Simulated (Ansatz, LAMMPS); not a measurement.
# Structural relaxation of amorphous poly(vinyl fluoride) (as short chains C16F7H27), from a frame at 300 K (100 atoms), part 3 of 3

Aim: bring amorphous poly(vinyl fluoride) (as short chains C16F7H27), from a frame at 300 K (100 atoms) to a nearby minimum of the energy and see what moves.

Ansatz 0.2.0; Kohn-Sham DFT, RPBE+D3(BJ), PAW (set soft_2), plane waves.

The cell: 32 C, 14 F and 54 H. The network of contacts between molecules at the start is that of the classical potential that made the cell. The density was typed from a rule of thumb and may lie off the real one at this temperature. Only the Γ point is sampled, in a cell whose shortest periodic width is 10 Å.

So far. Step 4 (Relaxation): The relaxation changed the energy by -53.0 meV/atom, and atoms moved by 0.48 Å r.m.s., 1.5 Å at most.

**6. Single point at the relaxed geometry**

One more single point at the end of the walk gives the fuller output and checks the residual forces.

input.yaml

```yaml
crystal:
  lattice:
    - [9.65568, 0.0, 0.0]
    - [0.0, 9.65568, 0.0]
    - [0.0, 0.0, 9.65568]
  atoms:
    - { symbol: C, position: [0.68964, 0.5782, 0.62064] }
    - { symbol: C, position: [0.60523, 0.66965, 0.52292] }
    - { symbol: C, position: [0.68634, 0.71814, 0.39726] }
    - { symbol: F, position: [0.74373, 0.59781, 0.33066] }
    - { symbol: C, position: [0.59742, 0.79329, 0.29144] }
    - { symbol: C, position: [0.67517, 0.82915, 0.15961] }
    - { symbol: F, position: [0.77117, 0.93817, 0.19053] }
    - { symbol: C, position: [0.58104, 0.87292, 0.04171] }
    - { symbol: C, position: [0.65462, 0.89537, 0.90304] }
    - { symbol: F, position: [0.74811, 0.78275, 0.88023] }
    - { symbol: C, position: [0.73308, 0.03126, 0.89262] }
    - { symbol: C, position: [0.76268, 0.0813, 0.74629] }
    - { symbol: F, position: [0.87392, 0.00181, 0.68814] }
    - { symbol: C, position: [0.79983, 0.23436, 0.74125] }
    - { symbol: C, position: [0.93649, 0.27072, 0.81262] }
    - { symbol: F, position: [0.03461, 0.29804, 0.70566] }
    - { symbol: C, position: [0.93394, 0.39764, 0.90699] }
    - { symbol: C, position: [0.87682, 0.37259, 0.0524] }
    - { symbol: F, position: [0.73233, 0.34264, 0.0418] }
    - { symbol: C, position: [0.94727, 0.25611, 0.13273] }
    - { symbol: C, position: [0.93988, 0.26806, 0.28978] }
    - { symbol: F, position: [0.79838, 0.27167, 0.33319] }
    - { symbol: C, position: [0.00866, 0.14696, 0.36224] }
    - { symbol: H, position: [0.72465, 0.48469, 0.56682] }
    - { symbol: H, position: [0.62724, 0.54686, 0.71024] }
    - { symbol: H, position: [0.78078, 0.63363, 0.65968] }
    - { symbol: H, position: [0.56662, 0.76206, 0.57692] }
    - { symbol: H, position: [0.5137, 0.61307, 0.48574] }
    - { symbol: H, position: [0.77599, 0.78115, 0.42844] }
    - { symbol: H, position: [0.55483, 0.88811, 0.33747] }
    - { symbol: H, position: [0.50925, 0.72703, 0.26501] }
    - { symbol: H, position: [0.73863, 0.74146, 0.12592] }
    - { symbol: H, position: [0.52466, 0.9675, 0.07035] }
    - { symbol: H, position: [0.504, 0.79073, 0.02866] }
    - { symbol: H, position: [0.57816, 0.88822, 0.81919] }
    - { symbol: H, position: [0.67063, 0.1115, 0.94319] }
    - { symbol: H, position: [0.82944, 0.02341, 0.95196] }
    - { symbol: H, position: [0.67316, 0.06158, 0.6791] }
    - { symbol: H, position: [0.71425, 0.29182, 0.78785] }
    - { symbol: H, position: [0.8074, 0.26786, 0.63311] }
    - { symbol: H, position: [0.97865, 0.18195, 0.86906] }
    - { symbol: H, position: [0.87563, 0.48198, 0.85794] }
    - { symbol: H, position: [0.04131, 0.43314, 0.91938] }
    - { symbol: H, position: [0.88283, 0.46965, 0.11118] }
    - { symbol: H, position: [0.05736, 0.25472, 0.10517] }
    - { symbol: H, position: [0.90341, 0.15641, 0.10144] }
    - { symbol: H, position: [0.98391, 0.36715, 0.32354] }
    - { symbol: H, position: [0.00338, 0.15982, 0.47468] }
    - { symbol: H, position: [0.11756, 0.13889, 0.33134] }
    - { symbol: H, position: [0.95512, 0.0512, 0.33347] }
    - { symbol: C, position: [0.45412, 0.52149, 0.05609] }
    - { symbol: C, position: [0.39756, 0.37421, 0.04676] }
    - { symbol: C, position: [0.36071, 0.30806, 0.18504] }
    - { symbol: F, position: [0.25098, 0.38951, 0.24539] }
    - { symbol: C, position: [0.48005, 0.29705, 0.28666] }
    - { symbol: C, position: [0.45113, 0.21892, 0.4214] }
    - { symbol: F, position: [0.39516, 0.08541, 0.38714] }
    - { symbol: C, position: [0.35423, 0.29246, 0.52154] }
    - { symbol: C, position: [0.34644, 0.23513, 0.66847] }
    - { symbol: F, position: [0.48433, 0.22898, 0.72392] }
    - { symbol: C, position: [0.28051, 0.09269, 0.68425] }
    - { symbol: C, position: [0.27918, 0.04233, 0.8336] }
    - { symbol: F, position: [0.2243, 0.14876, 0.92096] }
    - { symbol: C, position: [0.19164, 0.91511, 0.86737] }
    - { symbol: C, position: [0.21959, 0.78576, 0.78175] }
    - { symbol: F, position: [0.36609, 0.77301, 0.7605] }
    - { symbol: C, position: [0.14591, 0.78234, 0.64243] }
    - { symbol: C, position: [0.18904, 0.65881, 0.55575] }
    - { symbol: F, position: [0.17411, 0.53765, 0.63873] }
    - { symbol: C, position: [0.10442, 0.63628, 0.42503] }
    - { symbol: C, position: [0.11028, 0.75534, 0.32194] }
    - { symbol: F, position: [0.25225, 0.79145, 0.29752] }
    - { symbol: C, position: [0.04501, 0.71839, 0.18416] }
    - { symbol: H, position: [0.47138, 0.56268, 0.95162] }
    - { symbol: H, position: [0.38012, 0.58954, 0.10913] }
    - { symbol: H, position: [0.55295, 0.52513, 0.11139] }
    - { symbol: H, position: [0.3039, 0.37322, 0.98269] }
    - { symbol: H, position: [0.4722, 0.30652, 0.99453] }
    [... 16 atom lines left out ...]
    - { symbol: H, position: [0.14201, 0.54215, 0.37471] }
    - { symbol: H, position: [0.99551, 0.61977, 0.45326] }
    - { symbol: H, position: [0.06299, 0.84894, 0.3655] }
    - { symbol: H, position: [0.10485, 0.63567, 0.13471] }
    - { symbol: H, position: [0.0399, 0.80836, 0.11565] }
    - { symbol: H, position: [0.93961, 0.68116, 0.20177] }
kpoints:
  mp_grid: { grid: [1, 1, 1] }
hamiltonian:
  xc: rpbe
  dispersion: d3bj
scf:
  occupations: { method: fixed }
output:
  forces: true
  stress: true
  populations: true
  dos:
    method: { smearing: { sigma: 0.15 } }
    de: 0.1
    projected: { site_lists: { C: [C], F: [F], H: [H] } }
  eigenvalues: true
  write_density: true
  write_potential: true
  volumetric_format: npy
```

On the command line:

```console
$ ansatz run input.yaml --threads 4 --pin off --max-ram 8192MiB --backend cpu --events-out ev --progress --plain --runs-dir out
```

Numbers of over 12 decimals in the logs are rounded to 6 here.

Log:

```text
[...]
Crystal: 100 atoms, lattice volume = 900.220 Å³
Basis set: ecut = 420 eV, 17557 PW (Γ), exchange–correlation on 144×144×144 points (8 copies of the dense FFT grid, shifted against one another)
Bands: 240, of which v1, the nominal top of the filled ones, is band 140 counted from 1 (139 counted from 0)
Symmetry: 1 space group operations
[...]
k-points: 1
[...]
SCF iter   1: F=—  HF=-20301.397337 eV  |F-HF|=—  |Δ(HF+E_count)|=         —  Δρ=6.79e-3  dr2=3.33e-1  ethr=1.77e-3  ⟨swp⟩=5.0  Hψ=813  notcnv=0  defer=98
[...]
SCF iter   9: F=-20301.355517 eV  HF=-20301.355517 eV  |F-HF|=1.78e-10  |Δ(HF+E_count)|=   9.90e-9  Δρ=1.32e-6  dr2=1.69e-8  ethr=3.57e-11  ⟨swp⟩=19.0  Hψ=2187  notcnv=0
SCF 1 converged in 9 iterations: F = -20301.355517 eV  dr2 = 1.69e-8
[...]
SCF converged after 9 iterations
Free energy (F): -20301.355517 eV
[...]
Internal energy: -20301.355517 eV  (E = F + TS)
E sigma→0 (E₀):  -20301.355517 eV
Fermi energy:    -1.248091 eV
[...]
--- Forces (eV/Å), atoms counted from 1 ---
  atom   1  C      0.00624635    -0.01059426     0.00267304
  atom   2  C      0.00050031     0.00454379    -0.00832077
  atom   3  C     -0.00020546    -0.03555136     0.01038109
  atom   4  F     -0.01493528     0.03020463     0.01367591
  atom   5  C      0.00232573     0.00198218    -0.00581127
  atom   6  C      0.00421834     0.00142446     0.00695685
  atom   7  F     -0.00946538    -0.00861520    -0.00211378
  atom   8  C      0.00135453     0.00232115    -0.00253690
  atom   9  C      0.03404973    -0.02061137    -0.00927150
  atom  10  F     -0.04392805     0.04511300     0.00488622
  atom  11  C     -0.00882792    -0.00722230     0.02584844
  atom  12  C      0.00120309     0.00480468    -0.00053424
  atom  13  F     -0.00047311     0.00202319     0.00263473
  atom  14  C      0.00206603    -0.00297371    -0.00059851
[...]
atom  99  H      0.00267870     0.02386647    -0.01877632
  atom 100  H     -0.02339144    -0.01038133     0.00892191
  max |Σ_I F_I| component: 8.45e-5 eV/Å
--- Stress (GPa, compression-positive) ---
        0.791892       0.080451       0.074821
        0.080450       0.765190       0.185833
        0.074821       0.185834       0.189793
  P = ⅓ Tr σ = 0.5823 GPa (5.823 kbar)
--- Band table (eV) ---
[...]
--- Löwdin populations: 100 sites ---
  site symbol       q [e]
     0      C      4.4410
     1      C      4.2503
     2      C      3.7926
[...]
99      H      0.8086
  spilling = 0.010976 (of n_electrons = 280.000000)
```

It took 2.8 s on 4 threads of AMD EPYC 9R45, shared host; peak memory 1.1 GiB; 9.9 s of CPU time.

The run gave:

* free energy: -20301.3555 eV
* free energy per atom: -203.0136 eV/atom
* SCF cycles: 9
* pressure: 0.5823 GPa
* r.m.s. force component: 0.00856 eV/Å
* longest force: 0.06316 eV/Å
* Fermi energy: -1.248 eV
* gap (highest filled to lowest empty level): 6.585 eV
* spilling of the projection: 0.01098

Löwdin charges by element (they lack the spilled electrons, 0.031 e an atom on average):

```
element  coordination  atoms  mean charge (e)  spread   least    most
      C           all     32          -0.0861   0.270  -0.454   0.230
      F           all     14           -0.320  0.0061  -0.331  -0.308
      H           all     54            0.191  0.0104   0.161   0.215
```

States in the cell by windows of 1 eV, zero at the Fermi level; the larger projections on atomic orbitals stand beside the total:

| from (eV) | to (eV) | total | C p | F p | H s | C s |
| --- | --- | --- | --- | --- | --- | --- |
| -10 | -9 | 6.9 | 1.8 | 0.6 | 1.3 | 2.8 |
| -9 | -8 | 7.7 | 2.1 | 0.9 | 1.7 | 2.6 |
| -8 | -7 | 16.1 | 4.6 | 3.2 | 3.6 | 3.8 |
| -7 | -6 | 2.5 | 1.0 | 0.7 | 0.5 | 0.3 |
| -6 | -5 | 26.4 | 13.5 | 8.4 | 3.2 | 0.2 |
| -5 | -4 | 23.6 | 12.4 | 7.8 | 2.5 | 0.5 |
| -4 | -3 | 31.8 | 14.1 | 11.8 | 5.0 | 0.7 |
| -3 | -2 | 35.1 | 14.7 | 11.3 | 8.3 | 0.4 |
| -2 | -1 | 32.6 | 11.1 | 15.1 | 5.7 | 0.3 |
| -1 | 0 | 36.3 | 15.1 | 14.7 | 5.9 | 0.3 |
| 0 | 1 | 1.0 | 0.5 | 0.4 | 0.2 | 0.0 |
| 1 | 5 | 0.0 | 0.0 | 0.0 | 0.0 | 0.0 |

With fixed occupations the program's Fermi level is the highest filled level; weight inside the gap is the broadening of levels at its edges.

Between -24 and -10 eV lie 60 more states.

The levels nearest the highest filled one (over half full), pooled over k-points and spins:

```csv
level less the highest filled one (eV),occupation
-0.306,2
-0.235,2
-0.169,2
-0.129,2
-0.0941,2
0,2
6.59,0
7.04,0
7.27,0
7.30,0
7.44,0
7.51,0
```

Valence density in the ac plane at fractional y = 0.255, with atoms of C and F and H within 0.2 Å of it. It is the smooth field of the valence electrons, not physical close to the nuclei.

Values in units of 1e0 e/Å³, 13 rows by 16 columns, each cell a mean:
```
0.1 0.0 0.0 0.1 0.1 0.1 0.1 0.2 0.1 0.0 0.0 0.1 0.1 0.1 0.1 0.2
0.4 0.0 0.0 0.1 0.1 0.0 0.0 0.0 0.0 0.0 0.0 0.1 0.1 0.2 0.6 1.1
0.8 0.2 0.0 0.1 0.2 0.2 0.2 1.1 0.8 0.1 0.1 0.8 1.2 1.2 1.6 1.5
3.6 1.7 0.1 0.1 0.7 1.4 1.1 5.2 4.2 0.3 0.1 0.6 1.6 1.5 0.7 0.9
1.2 0.6 0.1 0.1 0.6 1.6 1.1 0.9 0.6 0.1 0.0 0.1 1.0 1.1 0.2 0.3
0.1 0.0 0.0 0.1 0.5 1.4 1.0 0.2 0.1 0.0 0.0 0.0 0.1 0.2 0.0 0.0
0.1 0.0 0.0 0.3 0.8 1.2 1.5 0.9 0.5 0.2 0.0 0.0 0.0 0.0 0.0 0.1
0.2 0.1 0.0 0.1 0.2 0.3 1.1 1.5 0.8 0.2 0.0 0.1 0.9 0.8 0.2 0.2
0.6 0.1 0.0 0.0 0.0 0.1 0.6 1.5 0.9 0.2 0.0 0.5 6.2 5.1 1.1 1.3
0.5 0.1 0.0 0.0 0.2 0.4 0.7 1.2 1.5 0.9 0.1 0.2 1.1 1.1 1.2 1.6
0.7 0.2 0.0 0.1 0.5 1.5 0.9 0.4 0.5 0.4 0.1 0.0 0.1 0.2 1.0 1.6
1.5 0.8 0.1 0.0 0.2 0.5 0.4 0.1 0.1 0.0 0.1 0.2 0.2 0.2 1.1 1.6
0.3 0.1 0.0 0.0 0.0 0.1 0.2 0.3 0.1 0.0 0.1 0.4 0.3 0.2 0.3 0.3
```
Columns run along a (9.7 Å), rows up along c (9.7 Å). Atoms in or near the plane, at fractional coordinates: C at (0.80, 0.74), C at (0.94, 0.81), C at (0.95, 0.13), C at (0.94, 0.29), F at (0.80, 0.33), H at (0.81, 0.63), H at (0.06, 0.11), C at (0.35, 0.67), H at (0.56, 0.23).

Electrostatic potential energy in the ac plane at fractional y = 0.255, with atoms of C and F and H within 0.2 Å of it. With pseudopotentials it is smooth inside the atoms' cores, unlike the true potential.

Ten even steps from '_' (-47 eV) to '@' (6 eV), each cell a mean:
```
@@@@@@@@@@@@@@@@@@@@@@@@%%%%@@@@@@@@@@@@@@@@@@@@@@@@@@
@@@@@@@@@@@@@@@@@@@@@@@@@@@@@@@@@@@@@@@@@@@@@@@@@@@@@@
%%@@@@@@@@@@@@@@@@@@@@@@@@@@@@@@@@@@@@@@@@@@@@%%##**##
##@@@@@@@@@@@@@@@@@@@@@@@@@@@@@@@@@@@@@@@@@@%%##::__::
**@@@@@@@@@@@@@@@@@@@@@@@@%%@@@@@@@@%%****++++**..____
****%%@@@@@@@@@@%%%%%%%%==--++@@@@@@%%**--____++++--==
--::**@@@@@@@@%%++--==++....--@@@@@@@@%%==____++%%%%##
====##@@@@@@@@##::____++====**@@@@@@@@@@##==++%%@@@@%%
@@%%@@@@@@@@@@%%--__::##%%@@@@@@@@@@@@@@%%----%%@@@@@@
@@@@@@@@@@@@@@%%##++**%%@@@@@@@@@@@@@@@@@@####@@@@@@@@
@@@@@@@@@@@@@@%%**::--##@@@@@@@@@@@@@@@@@@@@@@@@@@@@@@
@@@@@@@@@@@@%%##++__..**%%%%@@@@@@@@@@@@@@@@@@@@@@@@@@
@@@@@@@@@@@@######++++++==**%%%%@@@@@@@@@@@@@@@@@@@@@@
@@@@@@@@@@@@@@@@@@%%##::__--##@@@@@@@@@@@@@@@@@@@@@@@@
@@@@@@@@@@@@@@@@@@@@%%==::++%%@@@@@@@@@@##==++%%%%%%%%
%%@@@@@@@@@@@@@@@@@@@@##++++##@@@@@@@@@@==....==++--==
**@@@@@@@@@@@@@@@@@@@@##::..++%%@@@@@@@@++::..==..____
##@@@@@@@@@@@@@@@@%%%%##--::====##@@@@@@@@######--__..
%%@@@@@@@@@@@@@@##++++######**::**@@@@@@@@@@@@%%##++**
##%%@@@@@@@@@@%%**----##%%@@@@%%@@@@@@@@@@@@@@%%++::::
====**@@@@@@@@@@%%****%%@@@@@@@@@@@@@@@@@@@@@@%%::____
++::==%%@@@@@@@@@@@@@@@@@@@@@@@@@@@@@@@@@@@@@@%%++....
%%%%%%@@@@@@@@@@@@@@@@@@@@@@@@@@@@@@@@@@@@@@@@@@%%####
@@@@@@@@@@@@@@@@@@@@@@@@%%%%@@@@@@@@@@@@@@@@@@@@@@@@@@
```
Columns run along a (9.7 Å; values clipped at the 3rd and 97th percentile), rows up along c (9.7 Å). Atoms in or near the plane, at fractional coordinates: C at (0.80, 0.74), C at (0.94, 0.81), C at (0.95, 0.13), C at (0.94, 0.29), F at (0.80, 0.33), H at (0.81, 0.63), H at (0.06, 0.11), C at (0.35, 0.67), H at (0.56, 0.23).

Mean Löwdin charges: C -0.09, F -0.32, H +0.19 e (they miss 1.1 % of the electrons, so they add up to more than the cell's charge).

A closer look about F22, one of the 14 F atoms: 15 atoms, nearest first, numbered in the order of the input, with positions taken from that point.

```
atom      x      y      z  distance (Å)  bonds  Löwdin charge (e)
 F22   0.00   0.00   0.00          0.00      1              -0.32
 C21   1.37  -0.03  -0.42          1.43      4               0.23
 H47   1.79   0.92  -0.09          2.02      1               0.18
 C23   2.03  -1.20   0.28          2.38      4              -0.45
 C20   1.44  -0.15  -1.94          2.42      4              -0.29
 H81  -2.26  -0.27  -0.97          2.47      1               0.22
 H50   1.51  -2.13   0.00          2.61      1               0.19
 H48   1.98  -1.08   1.37          2.64      1               0.20
 H46   1.01  -1.11  -2.24          2.70      1               0.18
 H82  -2.39  -0.71   1.34          2.83      1               0.19
 H40   0.09  -0.04   2.90          2.90      1               0.21
 F19  -0.64   0.69  -2.81          2.97      1              -0.31
 H80  -2.69   1.24  -0.20          2.97      1               0.19
 C18   0.76   0.97  -2.71          2.98      4               0.21
 H44   0.82   1.91  -2.14          2.99      1               0.19
```

The column of bonds counts only the pairs H-C within 1.34 Å, C-C within 1.85 Å, C-F within 1.62 Å; other neighbours, such as metal atoms beside each other in a compound, aren't counted, and periodic images can show an atom twice.

**7. A run with a doubtful setting**

The input is spoilt on purpose; the run shows how that looks.

This step: Kohn-Sham DFT, RPBE+D3(BJ), PAW (set soft_2), localised support functions (medium) (Ansatz 0.2.0).

input.yaml, the sections that differ from step 6:

```yaml
crystal:
  lattice:
    - [9.65568, 0.0, 0.0]
    - [0.0, 9.65568, 0.0]
    - [0.0, 0.0, 9.65568]
  atoms:
    [... the 100 atom lines of step 3 ...]
scf:
  occupations: { method: fixed }
  eigensolver: { kind: { support_functions: { accuracy: medium, spacing: 0.45 } } }
  max_iter: 100
output:
  forces: true
# kpoints, hamiltonian: as in step 6
```

Log:

```text
Warning: scf.eigensolver.kind.support_functions: disabling space-group detection — the functions' gradient is summed over unrotated k-points, so no spatial operation reduces the k-mesh or symmetrises the density; time reversal is kept, so that k and −k are solved as one point where they differ and the mesh holds both, and exact exchange and, on two spinor components, a DFT+U term hold to it where the run has them: [...]
Warning: basis.ecutwfc = 631 eV, auto-derived: no grid that the accuracy of the support functions lays serves the files at the lower one that their records recommend; a deck with other species or settings can derive another value
settings of this run that can trade accuracy for cost: scf.eigensolver.kind.support_functions [...]
[...]
Crystal: 100 atoms, lattice volume = 900.220 Å³
Basis set: ecut = 631 eV, 32423 PW (Γ), exchange–correlation on 160×160×160 points (8 copies of the dense FFT grid, shifted against one another)
Bands: 168, of which v1, the nominal top of the filled ones, is band 140 counted from 1 (139 counted from 0)
Symmetry: 1 space group operations
k-points: 1
[...]
SCF iter   1: F=—  HF=-20314.669297 eV  |F-HF|=—  |Δ(HF+E_count)|=         —  Δρ=1.88e-1  dr2=3.31e2  ethr=1.00e-1
[...]
SCF iter  14: F=-20231.710114 eV  HF=-20231.710115 eV  |F-HF|=5.59e-7  |Δ(HF+E_count)|=   1.03e-3  Δρ=7.91e-6  dr2=9.62e-7  ethr=1.55e-9
SCF 1 converged in 14 iterations: F = -20231.721817 eV  dr2 = 9.62e-7
[...]
SCF converged after 14 iterations
Stability not checked: this state was not tested for a lower state beside it, because the mixer in use, unlike msr1, does not test its closes by its own steps (another_mixer; see scf.mixing.algorithm and scf.lower_state_search)
Free energy (F): -20231.721817 eV
[...]
Internal energy: -20231.721817 eV  (E = F + TS)
E sigma→0 (E₀):  -20231.721817 eV
Fermi energy:    -0.861814 eV
[...]
--- Forces (eV/Å), atoms counted from 1 ---
  atom   1  C     -0.53139913    -2.42830740     2.05321817
  atom   2  C      0.02183579     0.11247657     1.10120070
  atom   3  C     -3.48516298     0.10503390    -1.76921938
  atom   4  F     -5.75349244    -2.59559324    -6.14753967
  atom   5  C      1.19073409    -1.91972138     1.44528336
  atom   6  C     -1.09289897     0.49005637    -1.81766743
  atom   7  F     -3.55000326    -2.55117206     6.70544614
  atom   8  C     -2.08210359    -0.52533112     0.37596883
  atom   9  C     -0.03897271     1.59605539    -1.03715021
  atom  10  F     -2.46579253     3.70368458    -7.82678472
  atom  11  C      0.09088807    -0.15621633     0.04253954
  atom  12  C     -2.35371575     2.26741479     0.27595345
  atom  13  F     -3.80721773    -6.03965848     5.59700967
  atom  14  C      0.71791435    -1.79918172     0.22778769
[...]
atom  99  H      0.30068393     0.06401899     0.85064994
  atom 100  H     -0.80866163     0.37990090     0.52123931
  max |Σ_I F_I| component: 2.32e1 eV/Å
--- Band table (eV) ---
[...]
guard bands above this table: 20 of the run's 168 bands (output.publish_guard_bands: true publishes all)
[...]
```

Run time: 12 s. Hardware: 4 threads; peak memory 1.5 GiB.

The program notes that the band table was not solved further than the SCF left it, the forces don't sum to zero within tolerance, the grid leaves an egg-box force and it switched symmetry off.

The run converged on the changed input; its numbers don't describe the system as set up.

The fault in the input: a grid far too coarse (support_functions.accuracy = "medium" and support_functions.spacing = 0.45). The fix is to leave the spacing at the level's default.

How far it lies from the reference, the single point at the start:

```
r.m.s. difference of force components : 1714 meV/Å
longest difference of force vectors   : 10740 meV/Å
force difference over r.m.s. force    : 158.1 %
energy difference                     : 643.4 meV/atom
gap difference                        : -0.191 eV
```

**8. Summary of results**

| Item | Value |
| --- | --- |
| energy change in the relaxation | -52.96 meV/atom |
| r.m.s. displacement | 0.483 Å |
| largest displacement | 1.451 Å |
| free energy per atom | -203.0136 eV/atom |
| pressure | 0.5823 GPa |
| r.m.s. force component | 0.00856 eV/Å |
| gap (highest filled to lowest empty level) | 6.585 eV |
| wall time of the 4 DFT runs | 35 s |

Relaxation lowers the energy by 53.0 meV/atom and moves atoms by 0.48 Å r.m.s.; the r.m.s. force component goes from 1.1 to 0.0086 eV/Å, the pressure goes from 5.4 to 0.58 GPa, and the gap from 6.32 to 6.59 eV. By the final cutoffs no bond was broken or made. From the first step to the last the energy fell by 5.296 eV, and the largest move was 1.45 Å (H99). The C-F bonds change most in mean length: from 1.360 Å (spread 0.022) to 1.433 Å (spread 0.005). Counting bonds as in the table, all C atoms have 4, all F atoms have 1 and all H atoms have 1 bonded neighbour. Between filled and empty levels lie 6.59 eV (at Γ alone); a semilocal functional tends to put such gaps too low. In a disordered cell it changes from sample to sample, and tail or defect levels can set it.

What to keep in mind: The network of contacts between molecules at the start is that of the classical potential that made the cell; in DFT atoms moved by 0.48 Å r.m.s.

[Logs are printed without paths, hosts, clocks, repeated set-up lines and the standing remarks that a program may print on its own settings, such as how far it seeks lower states.]

[Hosts, paths, dates, database ids (printed as entryN), source tags and the programs' standing remarks are cut or masked in the printed files.]
